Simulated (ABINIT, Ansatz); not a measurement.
### A GW chain in ABINIT: Sr2AlSbO6 (Fm-3m)

The structure is cubic, space group Fm-3m (No. 225). Conventional cell: a = 7.857 Å, b = 7.857 Å, c = 7.857 Å, α = 90.00°, β = 90.00°, γ = 90.00°. Nearest to Sr lie 12 O at 2.78 Å. Nearest to Al lie 6 O at 1.93 Å. Nearest to Sb lie 6 O at 2.00 Å. O has 1 Al at 1.93 Å and 1 Sb at 2.00 Å and 4 Sr at 2.78 Å nearest. Farther neighbours, and contacts between anions beyond the nearest, are not listed.

```xyz
10
Lattice="0.0000 3.9286 3.9286 3.9286 0.0000 3.9286 3.9286 3.9286 0.0000" Properties=species:S:1:pos:R:3 pbc="T T T"
Sr    1.9643    1.9643    1.9643
Sr    5.8930    5.8930    5.8930
Al    0.0000    0.0000    0.0000
Sb    3.9286    3.9286    3.9286
O     1.9335    3.9286    3.9286
O     5.9237    3.9286    3.9286
O     3.9286    1.9335    3.9286
O     3.9286    5.9237    3.9286
O     3.9286    3.9286    1.9335
O     3.9286    3.9286    5.9237
```

| Property | Result |
| --- | --- |
| method | RPA screening on LDA, plane waves, norm-conserving pseudopotentials (and 2 further levels or steps) |
| program | ABINIT 10.8.3 |
| settings | cutoff 42 Ha, PseudoDojo scalar-relativistic 0.4.1 stringent, norm-conserving, ngkpt (2, 2, 2), nband 238, ecuteps 6.5 Ha, inclvkb 2, shiftk (0, 0, 0), symchi 1, awtr 1, frequency ppm, 2×2×2 k-mesh |
| cost | 4 runs, 11 min in all on 4 MPI ranks of Arm Neoverse N1, shared host |
| notes | The program’s warnings: nproc spkpt=  >= nkpt= * nsppol=. The cell and positions are those that the Materials Project relaxed with its own functionals (PBE, PBE+U or r2SCAN), kept fixed. Limits: no spin-orbit coupling. The 2×2×2 mesh is coarse for this cell, which bears on the long-range parts of exchange and screening. |
| LDA gap | 1.77 eV, direct |
| G0W0 gap on the mesh | 3.78 eV |
| GW settings | 2×2×2 mesh, 238 bands, screening to 176.9 eV, Godby-Needs plasmon pole |
| known limits | short of the basis limit; no spin-orbit coupling; coarse k mesh |

G0W0 moves the gap on the mesh from 1.77 eV to 3.78 eV (+2.01 eV), with Z of 0.79 and 0.83 at the edges. Local fields lower the RPA ε∞ on this mesh from 5.37 to 4.92; a Γ-centred mesh this coarse tends to raise both, most where the direct gap is narrow, while a short band sum lowers them.

[Long decimals in the printed logs are rounded to 6 places.]

[Logs are printed without paths, hosts, clocks, repeated set-up lines and the standing remarks that a program may print on its own settings, such as how far it seeks lower states.]

[Paths, hosts, dates, memory and timing lines, banners, echoed tables and standing remarks are left out of the program output; an Ansatz launch command may be rebuilt from the run's recorded settings. Measured values are a selection of at most five: reports struck by readers or far from the other reports are left out. None is set beside runs whose start may be inverted or whose files or cutoffs have a known fault.]

[Runs of the session that timed out or met a known fault of the program may be left out.]

[Hosts, paths, dates, database ids (printed as entryN), source tags and the programs' standing remarks are cut or masked in the printed files.]

[G0W0 gaps are taken among the corrected bands and points alone; a level outside them can change the order at an edge.]

[Where Ansatz stands beside ABINIT at settings called matched, ABINIT's density can come from a denser mesh and the files from another edition; pairs whose starting gaps differed by over 0.03 eV were left out, so agreement reads better than it is.]
